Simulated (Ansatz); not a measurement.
# Rb (Im-3m, 1 atom in the cell): converging a phonon calculation

How do the frequencies of Rb (Im-3m, 1 atom in the cell) move with q mesh, k mesh and cutoff?

Program: Ansatz 0.2.0. Level of theory: DFT PBEsol, scalar-relativistic, plane waves, PAW. Results are calculated unless marked as measured.

The database entry behind the starting cell lists a temperature near 78 K, so it need not match the best structure at ambient conditions.

**1. Starting point**

It takes space group Im-3m (No. 229, cubic). Conventional cell: a = 5.605 Å, b = 5.605 Å, c = 5.605 Å, α = 90.00°, β = 90.00°, γ = 90.00°. Nearest to Rb lie 8 Rb at 4.85 Å.

**2. Relaxing to small forces for the phonons**

Phonons need a cell at rest on their own settings, so the relaxation is repeated with tight tolerances on forces and stress on the k mesh and occupations of the first response run.

File input.yaml:

```yaml
crystal:
  lattice:
    - [-2.8025, 2.8025, 2.8025]
    - [2.8025, -2.8025, 2.8025]
    - [2.8025, 2.8025, -2.8025]
  atoms:
    - { symbol: Rb, position: [0.0, 0.0, 0.0] }
kpoints:
  mp_grid: { grid: [12, 12, 12] }
hamiltonian:
  xc: pbesol
scf:
  occupations: { method: methfessel_paxton, width: 0.15 }
output:
  forces: true
  stress: true
  eigenvalues: true
relax:
  adjacent_minimum: "off"
  f_tol: 0.001
  max_steps: 60
  cell: { stress_tol: 0.01 }
```

Started as:

```bash
ansatz run input.yaml --threads 4 --pin off --max-ram 7168MiB --backend cpu --events-out ev --progress --plain --runs-dir out
```

Numbers of over 12 decimals in the logs are rounded to 6 here.

The log of the run:

```text
Engine: ansatz 0.2.0, aarch64-unknown-linux-gnu
Pseudopotentials: kind: paw
Pseudopotential: Rb, paw, valence charge 9, recommended cutoff 420 eV (normal), Rb.paw.azcp
Functional definition: PBEsol
  exchange = pbesol_x
  correlation = pbesol_c
Crystal: 1 atoms, lattice volume = 88.043 Å³
[...]
--- Relaxed structure (3 steps of the walk, 3 accepted, 1 SCFs on fresh bases) ---
  F+E_penalty+E_count = -3216.99129875 eV   max|allowed force component| = 0.000e0 eV/Å   (the final SCF, on the basis selected at the relaxed cell)
  cell:  # Å, volume = 86.3792 Å³
    - [-2.784729, 2.784729, 2.784729]
    - [2.784729, -2.784729, 2.784729]
    - [2.784729, 2.784729, -2.784729]
  atoms:
    - { symbol: Rb, position: [0.0, 0.0, 0.0] }
[key lines of the parts left out:]
SCF converged after 6 iterations
Free energy (F): -3216.991299 eV
Fermi energy:    2.085429 eV
P = ⅓ Tr σ = 0.0011 GPa (0.011 kbar)
```

The job ended after 3.3 s (4 threads of Arm Neoverse V2, shared host; peak memory 0.38 GiB; 12 s of CPU time).

Step by step:

| step | energy less that of the first step (eV) | largest force component (eV/Å) | pressure (GPa) | volume (Å³) |
| --- | --- | --- | --- | --- |
| 1 | 0.0000 | 0.0000 | -0.05 | 88.04 |
| 2 | 0.0000 | 0.0000 | -0.05 | 87.89 |
| 3 | -0.0003 | 0.0000 | 0.00 | 86.38 |
| 4* | -0.0003 | 0.0000 | 0.00 | 86.38 |

Relaxation steps marked * repeat the geometry before them on a plane-wave basis chosen anew for their cell, so energy and pressure can jump there.

```
conventional cell, symmetrised  before  after  change
                         a (Å)   5.605  5.569  -0.6 %
                         b (Å)   5.605  5.569  -0.6 %
                         c (Å)   5.605  5.569  -0.6 %
              volume (Å³/atom)   88.04  86.38  -1.9 %
```

Final coordinates:

```cif
data_structure
_symmetry_space_group_name_H-M 'P 1'
_symmetry_Int_Tables_number 1
_cell_length_a 4.8233
_cell_length_b 4.8233
_cell_length_c 4.8233
_cell_angle_alpha 109.471
_cell_angle_beta 109.471
_cell_angle_gamma 109.471
_cell_volume 86.38
loop_
_atom_site_label
_atom_site_type_symbol
_atom_site_fract_x
_atom_site_fract_y
_atom_site_fract_z
_atom_site_occupancy
Rb1 Rb 0.00000 0.00000 0.00000 1
```

This step gave:

| Quantity | Value |
| --- | --- |
| pressure | 0.001091 GPa |
| volume per atom | 86.38 Å³ |
| gap on the k-mesh | 0 eV |

The forces vanish by symmetry and the pressure is 0.001 GPa, within the tolerances set. The cell now holds 86.38 Å³/atom.

**3. Response at finite wavevector**

Stability and thermal properties need the whole zone. Linear response on a 4×4×4 q mesh gives force constants as far as a supercell of that size would.

File input.yaml:

```yaml
crystal:
  lattice:
    - [-2.7847293308, 2.7847293308, 2.7847293308]
    - [2.7847293308, -2.7847293308, 2.7847293308]
    - [2.7847293308, 2.7847293308, -2.7847293308]
  atoms:
    - { symbol: Rb, position: [0.0, 0.0, 0.0] }
kpoints:
  mp_grid: { grid: [12, 12, 12] }
hamiltonian:
  xc: pbesol
scf:
  occupations: { method: methfessel_paxton, width: 0.15 }
output:
  eigenvalues: true
phonons:
  method: dfpt
  qmesh: [4, 4, 4]
  temperatures: { t_max: 1000, t_step: 50 }
  qpath:
    path:
      - [[0.0, 0.0, 0.0], [0.5, -0.5, 0.5], [0.0, 0.0, 0.5], [0.0, 0.0, 0.0], [0.25, 0.25, 0.25], [0.5, -0.5, 0.5]]
      - [[0.25, 0.25, 0.25], [0.0, 0.0, 0.5]]
    npoints: 10
```

The log of the run:

```text
[...]
Crystal: 1 atoms, lattice volume = 86.379 Å³
Basis set: ecut = 420 eV, 1721 PW (Γ), exchange–correlation on 72×72×72 points (8 copies of the dense FFT grid, shifted against one another)
Bands: 9, of which v1, the nominal top of the filled ones, is band 5 counted from 1 (4 counted from 0)
Symmetry: 48 space group operations
k-points: 72 of 1728
[...]
SCF iter   1: F=—  HF=-3216.990621 eV  |F-HF|=—  |Δ(HF+E_count)|=         —  Δρ=6.28e-4  dr2=1.28e-4  ethr=1.77e-3  ⟨swp⟩=7.2  Hψ=5318  notcnv=0
[...]
SCF iter   9: F=-3216.991299 eV  HF=-3216.991299 eV  |F-HF|=0.00e0  |Δ(HF+E_count)|=  1.14e-11  S|Δr|=    0.00e0  Δρ=1.74e-8  dr2=3.55e-13  ethr=1.00e-12  ⟨swp⟩=5.0  Hψ=3083  notcnv=0
SCF 1 converged in 9 iterations: F = -3216.991299 eV  dr2 = 3.55e-13
[...]
NSCF: frozen V_eff on 72 k-points
[...]
DFPT response loops at q = (0, 0, 0) (fractional): preconditioner auto → Kerker (q_TF=auto, 1.872 Å⁻¹) (partly filled bands, converged f_vac=0.000); β = 1.00, the filter's whole step (`scf.mixing.beta` (0.50) is not read by the response loops under this deck's `scf.mixing.preconditioner`; to damp them name `kerker` or `kerker_dos`, under which they read `scf.mixing.beta`, and type it under 1.00, their step now; both keys bind the ground state too); Broyden in place of MSR1
[...]
SCF converged after 9 iterations
[...]
Free energy (F): -3216.991299 eV
[...]
Internal energy: -3216.990175 eV  (E = F + TS)
E sigma→0 (E₀):  -3216.991018 eV
Entropy (-TS):   -0.001124 eV (-1.124 meV/atom)
Fermi energy:    2.085429 eV
[...]
--- Band table (eV; the first three rows and the last of 72) ---
[...]
--- Phonons (Γ-DFPT): 1 representative perturbation + reference (Σ response iterations 3) ---
  ASR residual: 1.102e-5 → 0.000e0 eV/Å²; symmetrization residual: 2.220e-16 eV/Å²
  ASR residual per site (eV/Å²): 1.10e-5
  Γ frequencies (cm⁻¹): 0.00 0.00 0.00
--- Phonons (arbitrary-q DFPT): 8 irreducible q on the 4×4×4 mesh ---
  q = [0.0000, 0.0000, 0.0000] (star 1, of the zone-centre solve; hermiticity 4.46e-12, symmetrization 2.01e-11): -0.00 -0.00 -0.00
  q = [0.0000, 0.0000, 0.2500] (star 12, 2 solved perturbations in 1446 linear systems a pass and spin channel, the states on 936 of 1728 k-point pairs; hermiticity 1.06e-12, symmetrization 1.21e-12): 6.64 21.65 33.96
[...]
q = [0.2500, 0.2500, 0.2500] (star 2, 1 solved perturbation on 262 of 1728 k-point pairs; hermiticity 7.80e-13, symmetrization 1.67e-12): 36.92 36.92 36.92
[...]
sum rule: each row above includes the acoustic sum rule's correction from the zone centre's row sums; it moved no ω² by more than (0.19 cm⁻¹)²
  mesh force constants: q→R imaginary residual 0.00e0; ASR residual 1.102e-5 → 0.000e0 eV/Å²; symmetrization residual 2.220e-16 eV/Å²
  interpolated dispersion: 62 rows × 3 modes
  density of states and harmonic sums: on the 16×16×16 q-mesh, interpolated from the force constants of a 4×4×4 supercell (no non-analytic term)
  largest difference from the sums on the solved wave vectors: F 9.53e-3 eV, S 1.35e-5 and C_V 3.98e-6 eV/K
  zero-point energy: 0.005874 eV/cell   skipped modes (ω ≤ 0): 3   left out of the sums: 2.44e-4 of the cell's modes: C_V's classical limit lies that fraction below 3 k_B per atom; for a crystal, a wire or a layer, F and S can be off by more, and a phonons.interpolated_qmesh denser along its periods is the remedy for the sampling
```

Run time: 89 s. Hardware: 4 threads; peak memory 2.6 GiB; 5.7 min of CPU time.

In the SCF lines HF is the Harris–Foulkes energy and dr2 the Hartree energy of the density residual, in eV; the loop may stop once dr2 is under the threshold and the program's other checks hold. Hψ counts applications of the Hamiltonian.

This step gave:

| Item | Value |
| --- | --- |
| sum-rule residual before enforcement | 1.10e-5 eV/Å² |
| lowest frequency on the path | 0 cm⁻¹ |
| highest frequency on the path or at a solved wavevector | 49.43 cm⁻¹ |
| mean frequency | 31.6 cm⁻¹ |
| Debye temperature (second moment) | 63 K |
| logarithmic mean frequency | 28.8 cm⁻¹ |
| lowest mode on the q mesh (acoustic modes at Γ apart) | 6.64 cm⁻¹ |
| zero-point energy per atom | 5.87 meV |
| heat capacity at 300 K | 24.88 J/(mol atoms K) |
| vibrational entropy at 300 K | 74.3 J/(mol atoms K) |

Frequencies (cm⁻¹) solved at each irreducible wavevector; negative means imaginary. Frequencies by wavevector, by row:

| q in reciprocal lattice units | star | mode 1 | mode 2 | mode 3 |
| --- | --- | --- | --- | --- |
| 0 0 0 | 1 | 0 | 0 | 0 |
| 0 0 0.25 | 12 | 6.6 | 21.6 | 34 |
| 0 0 -0.5 | 6 | 8.8 | 30.7 | 49.4 |
| 0 0.25 0.25 | 24 | 18.5 | 34.4 | 45.3 |
| 0.25 0.25 0.25 | 2 | 36.9 | 36.9 | 36.9 |
| 0.25 0.25 -0.25 | 6 | 31.4 | 31.4 | 34.8 |
| 0.25 -0.5 -0.5 | 12 | 31.8 | 39.1 | 47.6 |
| -0.5 -0.5 -0.5 | 1 | 46 | 46 | 46 |

Interpolated from a 4×4×4 q mesh. Phonon branches along the path, in cm⁻¹:

```
    point  branch 1  branch 2  branch 3
        Γ         0         0         0
  halfway        31        31        35
        H        46        46        46
  halfway        32        39        48
        N         9        31        49
  halfway         7        22        34
        Γ         0         0         0
  halfway        19        19        39
        P        37        37        37
  halfway        24        44        44
        H        46        46        46
jump to P        37        37        37
  halfway        22        34        47
        N         9        31        49
```

The phonon branches as a text plot (rows in cm⁻¹):

```
     48 |                ******                               ***
     46 |          ******      *                       ****
     44 |         *   *         *            **     ***  *  **
     42 |        *     **                   *  *  **    *
     40 |        *     *                   *     *         *
     38 |       *        *
     36 |       *       * *                     *      *   ***
     34 |     **                 *        *    *           *  *
     32 |     **         * **                 *  *             **
     30 |    *               ***                      *
     28 |                       * *          *              *
     26 |    *            *              *        *          *
     24 |   *                               *        *
     22 |                        * *               *
     20 |   *                              *        *
     17 |                         *     *                     *
     15 |  *               *              *
     13 |  *                       **
     11 |                   *            *                     *
      9 |                    ***    *  *                        *
      7 | *                     **   *  *
      5 |                         ** *
      3 |                           *  *
      1 |*                           **
         Γ           H       N        Γ         P        H|P    N
```

Symmetry leaves 8 wavevectors to solve. The lowest mode among them, the acoustic zeros apart, lies at q = (0, 0, 0.25) and is real, 6.6 cm⁻¹.

**4. Another q mesh, q mesh 2×2×2**

The q mesh is changed to 2×2×2, to see how far the force constants must reach.

Changes to input.yaml since step 3:

```diff
@@ -17,3 +17,3 @@
   method: dfpt
-  qmesh: [4, 4, 4]
+  qmesh: [2, 2, 2]
   temperatures: { t_max: 1000, t_step: 50 }
```

The log of the run:

```text
[...]
Crystal: 1 atoms, lattice volume = 86.379 Å³
Basis set: ecut = 420 eV, 1721 PW (Γ), exchange–correlation on 72×72×72 points (8 copies of the dense FFT grid, shifted against one another)
Bands: 9, of which v1, the nominal top of the filled ones, is band 5 counted from 1 (4 counted from 0)
Symmetry: 48 space group operations
k-points: 72 of 1728
[...]
SCF iter   1: F=—  HF=-3216.990621 eV  |F-HF|=—  |Δ(HF+E_count)|=         —  Δρ=6.28e-4  dr2=1.28e-4  ethr=1.77e-3  ⟨swp⟩=7.2  Hψ=5318  notcnv=0
[...]
SCF iter   9: F=-3216.991299 eV  HF=-3216.991299 eV  |F-HF|=0.00e0  |Δ(HF+E_count)|=  1.14e-11  S|Δr|=    0.00e0  Δρ=1.74e-8  dr2=3.55e-13  ethr=1.00e-12  ⟨swp⟩=5.0  Hψ=3083  notcnv=0
SCF 1 converged in 9 iterations: F = -3216.991299 eV  dr2 = 3.55e-13
[...]
SCF converged after 9 iterations
[...]
Free energy (F): -3216.991299 eV
[...]
Internal energy: -3216.990175 eV  (E = F + TS)
E sigma→0 (E₀):  -3216.991018 eV
Entropy (-TS):   -0.001124 eV (-1.124 meV/atom)
Fermi energy:    2.085429 eV
[...]
--- Band table (eV; the first three rows and the last of 72) ---
[...]
ASR residual: 1.102e-5 → 0.000e0 eV/Å²; symmetrization residual: 2.220e-16 eV/Å²
  ASR residual per site (eV/Å²): 1.10e-5
  Γ frequencies (cm⁻¹): 0.00 0.00 0.00
--- Phonons (arbitrary-q DFPT): 3 irreducible q on the 2×2×2 mesh ---
[...]
interpolated dispersion: 62 rows × 3 modes
[...]
```

Wall time 15 s (4 threads); peak memory 1 GiB; 57 s of CPU time.

This step gave:

```
mean frequency                                        : 31.5 cm⁻¹
Debye temperature (second moment)                     : 62 K
logarithmic mean frequency                            : 28.7 cm⁻¹
lowest mode on the q mesh (acoustic modes at Γ apart) : 8.75 cm⁻¹
zero-point energy per atom                            : 5.86 meV
vibrational entropy at 300 K                          : 74.38 J/(mol atoms K)
```

Frequencies (cm⁻¹) solved at each irreducible wavevector; negative means imaginary. Frequencies by wavevector, by row:

| q in reciprocal lattice units | star | mode 1 | mode 2 | mode 3 |
| --- | --- | --- | --- | --- |
| 0 0 0 | 1 | 0 | 0 | 0 |
| 0 0 -0.5 | 6 | 8.8 | 30.7 | 49.4 |
| -0.5 -0.5 -0.5 | 1 | 46 | 46 | 46 |

Interpolated from a 2×2×2 q mesh. Phonon branches along the path, in cm⁻¹:

| point | branch 1 | branch 2 | branch 3 |
| --- | --- | --- | --- |
| Γ | 0 | 0 | 0 |
| halfway | 32 | 32 | 36 |
| H | 46 | 46 | 46 |
| halfway | 33 | 39 | 48 |
| N | 9 | 31 | 49 |
| halfway | 6 | 22 | 35 |
| Γ | 0 | 0 | 0 |
| halfway | 18 | 18 | 40 |
| P | 35 | 35 | 35 |
| halfway | 26 | 44 | 44 |
| H | 46 | 46 | 46 |
| jump to P | 35 | 35 | 35 |
| halfway | 20 | 33 | 46 |
| N | 9 | 31 | 49 |

The phonon branches as a text plot (rows in cm⁻¹):

```
     48 |                ******                                **
     46 |          ******      *                       ****   *
     44 |         *   *         *            *       **  *   *
     42 |        *     **                   * *    **   *   *
     40 |       **     *                   *   *  *
     38 |               **                       *     *   *
     36 |     ***         *      *
     34 |                *                *     *          ***
     32 |    ***           **                  *      *    *  **
     30 |                    ***  *              *              *
     28 |                 *     *        *    *
     26 |    *                               *       *      *
     24 |   *                                     *          *
     22 |                        * *        *       *
     20 |   *                           *          *
     17 |  *               *      *        *                  *
     15 |                           *     *
     13 |  *                       *
     11 |                   *            *                     *
      9 | *                  ***    *  *                        *
      7 | *                     **   *  *
      5 |                         *  *
      3 |                          **  *
      1 |*                           **
         Γ           H       N        Γ         P        H|P    N
```

The mean frequency is 31.5 cm⁻¹, -0.1 cm⁻¹ against the base run.

On this path the spectrum ends at 49.4 cm⁻¹ (at N). No branch goes imaginary on this path.

**5. Another q mesh, q mesh 3×3×3**

The q mesh is changed to 3×3×3, to see how far the force constants must reach.

Changes to input.yaml since step 4:

```diff
@@ -17,3 +17,3 @@
   method: dfpt
-  qmesh: [2, 2, 2]
+  qmesh: [3, 3, 3]
   temperatures: { t_max: 1000, t_step: 50 }
```

The log of the run:

```text
[...]
Crystal: 1 atoms, lattice volume = 86.379 Å³
Basis set: ecut = 420 eV, 1721 PW (Γ), exchange–correlation on 72×72×72 points (8 copies of the dense FFT grid, shifted against one another)
Bands: 9, of which v1, the nominal top of the filled ones, is band 5 counted from 1 (4 counted from 0)
Symmetry: 48 space group operations
k-points: 72 of 1728
[...]
E sigma→0 (E₀):  -3216.991018 eV
Entropy (-TS):   -0.001124 eV (-1.124 meV/atom)
Fermi energy:    2.085429 eV
[...]
--- Band table (eV; the first three rows and the last of 72) ---
[...]
ASR residual: 1.102e-5 → 0.000e0 eV/Å²; symmetrization residual: 2.220e-16 eV/Å²
  ASR residual per site (eV/Å²): 1.10e-5
  Γ frequencies (cm⁻¹): 0.00 0.00 0.00
--- Phonons (arbitrary-q DFPT): 4 irreducible q on the 3×3×3 mesh ---
[...]
interpolated dispersion: 62 rows × 3 modes
[...]
[key lines of the parts left out:]
SCF converged after 9 iterations
Free energy (F): -3216.991299 eV
```

Elapsed: 40 s, on 4 threads; peak memory 1.6 GiB.

Frequencies (cm⁻¹) solved at each irreducible wavevector; negative means imaginary. Frequencies by wavevector, by row:

```
q in reciprocal lattice units  star  mode 1  mode 2  mode 3
                        0 0 0     1       0       0       0
                   0 0 0.3333    12     7.8    26.5    42.6
              0 0.3333 0.3333     8    20.4    42.7    42.7
        0.3333 0.3333 -0.3333     6    39.2    39.2    40.8
```

The mean frequency is 31.6 cm⁻¹, +0.0 cm⁻¹ against the base run.

**6. Another q mesh, q mesh 6×6×6**

The q mesh is changed to 6×6×6, to see how far the force constants must reach.

Changes to input.yaml since step 5:

```diff
@@ -17,3 +17,3 @@
   method: dfpt
-  qmesh: [3, 3, 3]
+  qmesh: [6, 6, 6]
   temperatures: { t_max: 1000, t_step: 50 }
```

The log of the run:

```text
[...]
Crystal: 1 atoms, lattice volume = 86.379 Å³
Basis set: ecut = 420 eV, 1721 PW (Γ), exchange–correlation on 72×72×72 points (8 copies of the dense FFT grid, shifted against one another)
Bands: 9, of which v1, the nominal top of the filled ones, is band 5 counted from 1 (4 counted from 0)
Symmetry: 48 space group operations
k-points: 72 of 1728
[...]
ASR residual: 1.102e-5 → 0.000e0 eV/Å²; symmetrization residual: 2.220e-16 eV/Å²
  ASR residual per site (eV/Å²): 1.10e-5
  Γ frequencies (cm⁻¹): 0.00 0.00 0.00
--- Phonons (arbitrary-q DFPT): 16 irreducible q on the 6×6×6 mesh ---
[...]
q = [0.0000, 0.1667, 0.3333] (star 48, 3 solved perturbations on 1728 of 1728 k-point pairs: no pair is spared here; hermiticity 4.96e-6, symmetrization 2.38e-16): 16.76 33.20 46.69
[...]
interpolated dispersion: 62 rows × 3 modes
[...]
[key lines of the parts left out:]
SCF converged after 9 iterations
Free energy (F): -3216.991299 eV
Fermi energy:    2.085429 eV
```

Elapsed: 4.5 min, on 4 threads; peak memory 2.6 GiB.

Frequencies (cm⁻¹) solved at each irreducible wavevector; negative means imaginary. Frequencies by wavevector, by row:

```csv
q in reciprocal lattice units,star,mode 1,mode 2,mode 3
0 0 0,1,0,0,0
0 0 0.1667,12,4.9,15.3,23.6
0 0 0.3333,12,7.8,26.5,42.6
0 0 -0.5,6,8.8,30.7,49.4
0 0.1667 0.1667,24,13.8,23.4,37.7
0 0.1667 0.3333,48,16.8,33.2,46.7
0 0.3333 0.3333,8,20.4,42.7,42.7
0.1667 0.1667 0.1667,8,26.2,26.2,44.3
0.1667 0.1667 0.3333,12,27.5,35.7,43.8
0.1667 0.1667 -0.1667,6,21.6,21.6,25.3
0.1667 0.3333 -0.3333,24,23.2,31.3,41.9
0.1667 -0.5 -0.5,12,23.1,35.2,48.5
0.1667 -0.5 -0.3333,24,27.1,40.5,45.8
0.3333 0.3333 -0.3333,6,39.2,39.2,40.8
0.3333 -0.5 -0.5,12,39.1,42.7,46.7
-0.5 -0.5 -0.5,1,46,46,46
```

The mean frequency is 31.6 cm⁻¹, +0.0 cm⁻¹ against the base run.

(Continued in part 2 of 3.)

[Logs are printed without paths, hosts, clocks, repeated set-up lines and the standing remarks that a program may print on its own settings, such as how far it seeks lower states.]

[Hosts, paths, dates, database ids (printed as entryN), source tags and the programs' standing remarks are cut or masked in the printed files.]
